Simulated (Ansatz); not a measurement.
Rows from a G0W0 calculation on BaIBr (Pnma) (Ansatz 0.2.0; G0W0 on r2SCAN, plane waves, PAW; 2×4×2 mesh, 747 empty bands, screening to 80 eV, hard PAW files), in eV. Spin-orbit coupling is left out.

```tsv
row	k	band	start	Σx	Σc at the solution	Vxc
A	Γ	v3	5.199	-18.222	1.907	-15.439
B	Γ	c1	9.388	-5.073	-3.368	-8.973
C	Γ	v2	5.260	-18.292	1.927	-15.490
D	Γ	c3	10.174	-5.461	-3.502	-9.549
E	Γ	c2	10.031	-5.567	-3.490	-9.650
F	Γ	v1	5.396	-18.074	1.858	-15.341
```

**Question.** Give the quasiparticle energies and the shift of each level.

The quasiparticle equation reads E = start + Σx + Σc(E) − Vxc.

```tsv
row	E (eV)	shift (eV)
A	4.323	−0.877
B	9.920	+0.531
C	4.384	−0.875
D	10.761	+0.587
E	10.624	+0.593
F	4.521	−0.876
```

The gap over the computed points goes from 3.99 eV to 5.40 eV.

Limits: not at the basis limit; no spin-orbit coupling.

[Paths, hosts, dates, memory and timing lines, banners, echoed tables and standing remarks are left out of the program output.]

[Logs are printed without paths, hosts, clocks, repeated set-up lines and the standing remarks that a program may print on its own settings, such as how far it seeks lower states.]

[Runs of the session that timed out or met a known fault of the program may be left out.]

[Cells called generated may have been cut or substituted from an entry of the Crystallography Open Database or the Materials Project.]

[Hosts, paths, dates, database ids (printed as entryN), source tags and the programs' standing remarks are cut or masked in the printed files.]
